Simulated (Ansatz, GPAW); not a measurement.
# A 8-layer slab of Rh(100): converging a work function, part 2 of 2

Wanted: a convergence study on the slab a 8-layer slab of Rh(100).

GPAW 26.7.0 and Ansatz 0.2.0; Ansatz plane waves; slab in vacuum with a dipole correction, relaxation (the session's first sound run).

So far, upper work function (eV): step 2 (relaxing the atoms, PBE) 5.06; step 3 (the slab's potential, PBE, GPAW) 5.04; step 6 (cutoff 700: ecut = 700, PBE, GPAW) 5.04; step 9 (K mesh 18×18: kpts = [18, 18], PBE, GPAW) 5.05.

### 10. Scheme Fermi-Dirac, smearing 0.3

Smearing changes the occupations near the Fermi level, and with them the level itself. Smearing helps the SCF of a metal converge, but it blurs occupations at band edges near the Fermi level.

The input, run.py:

```python
import json
import numpy as np
from ase import Atoms
from gpaw import GPAW, PW

slab = Atoms(
    ['Rh', 'Rh', 'Rh', 'Rh', 'Rh', 'Rh', 'Rh', 'Rh'],
    positions=[
        [1.34350, 1.34350, 9.00000],
        [0.00000, 0.00000, 10.90000],
        [1.34350, 1.34350, 12.80000],
        [0.00000, 0.00000, 14.70000],
        [1.34350, 1.34350, 16.62931],
        [0.00000, 0.00000, 18.56283],
        [1.34350, 1.34350, 20.49631],
        [0.00000, 0.00000, 22.35180]],
    cell=[[2.68701, 0.0, 0.0], [0.0, 2.68701, 0.0], [0.0, 0.0, 31.3]],
    pbc=[True, True, False])

slab.calc = GPAW(mode=PW(400), xc='PBE', kpts={'size': (12, 12, 1), 'gamma': True},
                 occupations={'name': 'fermi-dirac', 'width': 0.3}, nbands='160%',
                 convergence={'density': 1e-05}, maxiter=200,
                 poissonsolver={'dipolelayer': 'xy'},
                 symmetry={'tolerance': 1e-3}, txt='slab.txt')
result = {}
energy = slab.get_potential_energy()
fermi = slab.calc.get_fermi_level()
v = slab.calc.get_electrostatic_potential().mean((0, 1)) - fermi
n = slab.calc.get_pseudo_density().mean((0, 1))
L = slab.cell[2, 2]
z = np.arange(len(v)) * L / len(v)
low, high = slab.positions[:, 2].min(), slab.positions[:, 2].max()
below, above = np.interp([low - 6.8, high + 6.8], z, v)
slopes = [np.interp(x, z, np.gradient(v, z)) for x in (low - 6.8, high + 6.8)]
eps = np.array([[slab.calc.get_eigenvalues(k, s) for k in range(len(slab.calc.get_ibz_k_points()))]
                for s in range(slab.calc.get_number_of_spins())]) - fermi
top, bottom = eps[eps < 0].max(), eps[eps > 0].min()
dipole = slab.get_dipole_moment()[2]
print(f'energy {energy:.4f} eV, Fermi level {fermi:.4f} eV, dipole {dipole:.5f} e A')
print(f'potential 6.8 A off the faces, from the Fermi level: lower {below:.4f} eV, upper {above:.4f} eV')
print(f'slope of the potential there: lower {slopes[0]:.5f}, upper {slopes[1]:.5f} eV/A')
print(f'nearest levels on the mesh: {top:.4f} and {bottom:.4f} eV')
print('magnetic moment', round(slab.get_magnetic_moment(), 3))
result.update(energy=energy, fermi=fermi, dipole=dipole, below=below, above=above, slopes=slopes, edges=[top, bottom],
              z=z.tolist(), v=v.tolist(), n=n.tolist(), positions=slab.positions.tolist(),
              forces=slab.get_forces(apply_constraint=False).tolist(), moments=slab.get_magnetic_moments().tolist())
json.dump(result, open('result.json', 'w'))
```

Command:

```sh
$ OMP_NUM_THREADS=1 OPENBLAS_NUM_THREADS=1 python run.py
```

Wall time 14 min (1 thread of Intel Xeon at 2.60GHz (Ice Lake), shared host); peak memory 0.39 GiB.

This step gave:

* dipole along the normal: -1.45e-4 e·Å
* levels nearest the Fermi level on the mesh: -1.00e-4, 0.008816 eV from the Fermi level
* upper work function: 5.000 eV
* lower work function: 4.996 eV

The electrostatic potential energy of an electron (without an applied field's), less the Fermi level, planar mean oscillates, so the rows of the table below give means over windows of 1.92 Å about each position, cut where the curve ends. Its maxima inside the range that stand out by 2 % of the span (Å: eV): 9.9: -2.92, 11.8: -3.17, 13.7: -3.13, 15.7: -2.75, 17.6: -2.72, 19.5: -2.79, 21.4: -3.46. Its minima: 9.0: -21.6, 10.9: -22.1, 12.8: -22.1, 14.7: -22.1, 16.6: -22.1, 18.5: -22.0, 20.5: -22.0, 22.4: -21.8.

Table of electrostatic potential energy of an electron (without an applied field's), less the Fermi level, planar mean by z; means over each step:

```tsv
z (Å)	electrostatic potential energy of an electron (without an applied field's), less the Fermi level, planar mean (eV)
0.96	5.00
2.88	5.00
4.80	4.99
6.72	4.65
8.64	-9.75
10.56	-11.7
12.48	-11.8
14.40	-11.8
16.32	-11.6
18.24	-11.6
20.16	-11.7
22.08	-11.6
24.00	3.18
25.92	4.99
27.84	5.00
29.76	5.00
```

The upper face's work function is 5.000 eV, against 5.041 eV in the first plane-wave PBE run at this geometry.

### 11. All levels side by side

Times are for 1 thread of Intel Xeon at 2.60GHz (Ice Lake), shared host. The series side by side:

```tsv
no.	run	upper work function (eV)	lower work function (eV)	time	memory (GiB)
1	pw	5.041	5.029	16 min	0.39
2	cutoff 700	5.039	5.028	36 min	0.73
3	k mesh 18×18	5.055	5.045	33 min	0.58
4	scheme Fermi-Dirac, smearing 0.3	5.000	4.996	14 min	0.39
```

### 12. Without the dipole layer

The dipole layer is taken out and the cell repeats along the normal.

Edit run.py of step 10 so:

```diff
@@ -17,8 +17,7 @@
     cell=[[2.68701, 0.0, 0.0], [0.0, 2.68701, 0.0], [0.0, 0.0, 31.3]],
-    pbc=[True, True, False])
+    pbc=[True, True, True])
 
 slab.calc = GPAW(mode=PW(400), xc='PBE', kpts={'size': (12, 12, 1), 'gamma': True},
-                 occupations={'name': 'fermi-dirac', 'width': 0.3}, nbands='160%',
+                 occupations={'name': 'fermi-dirac', 'width': 0.1}, nbands='160%',
                  convergence={'density': 1e-05}, maxiter=200,
-                 poissonsolver={'dipolelayer': 'xy'},
                  symmetry={'tolerance': 1e-3}, txt='slab.txt')
```

The job ended after 9 min (1 thread; peak memory 0.39 GiB).

The run finished with changed settings (dipole = false and pbc_z = true); it serves as a test.

Side by side:

```tsv
quantity	this run	sound run	difference
upper work function (eV)	5.0366	5.0408	-0.00428
lower work function (eV)	5.0332	5.0294	0.00378
```

### 13. Side by side

Results and costs are gathered.

This step: comparison of work functions, dipole and cost (GPAW 26.7.0).

Ladder, by row:

```tsv
step	code	work function, upper (eV)	work function, lower (eV)	dipole (e Å)	wall time (s)	peak memory (GiB)	threads
pw	GPAW	5.041	5.029	-4.40e-4	975.1	0.39	1
ecut200	GPAW	5.085	5.058	3.06e-4	283	0.22	1
ecut300	GPAW	5.057	5.047	-4.02e-4	566.4	0.3	1
ecut700	GPAW	5.039	5.028	-4.03e-4	2141	0.73	1
k4	GPAW	5.021	5.004	-6.52e-4	182.4	0.25	1
k7	GPAW	5.102	5.09	-4.51e-4	393.6	0.27	1
k18	GPAW	5.055	5.045	-3.62e-4	1967	0.58	1
smear	GPAW	5	4.996	-1.45e-4	839.4	0.39	1
nodip	GPAW	5.037	5.033	-9.37e-4	542.3	0.39	1
```

### 14. What came out

- work function, upper and lower face: 5.041 and 5.029 eV
- dipole along the normal: -4.4e-4 e Å

**Reading.** With plane waves and PBE the work function is 5.04 eV on the upper face and 5.03 eV on the lower. The measured value for this face is 5.3 eV (as compiled in "Anisotropic work function of elemental crystals", 2019, arxiv:1902.07811); the relaxed upper face lies 0.26 eV under it with PBE. Measured work functions scatter by a tenth of an eV or more between methods. The other smearing (Fermi-Dirac of 0.3 eV in place of Fermi-Dirac of 0.1) moves the two faces by -0.040 and -0.033 eV on the same mesh; a mesh is converged only for its smearing. Over the sound runs of the table the upper face's work function spans 5.000 (smear) to 5.055 eV (k18). The small printed dipole stands for a step of 11 meV from the lower to the upper face, and the probes find 11 meV; values this small are near the numerical noise of both. The in-plane lattice was kept as typed, which isn't the functional's own and leaves some strain; spin-orbit coupling and temperature are left out.

[Logs are printed without paths, hosts, clocks, repeated set-up lines and the standing remarks that a program may print on its own settings, such as how far it seeks lower states.]

[Hosts, paths, dates, database ids (printed as entryN), source tags and the programs' standing remarks are cut or masked in the printed files.]
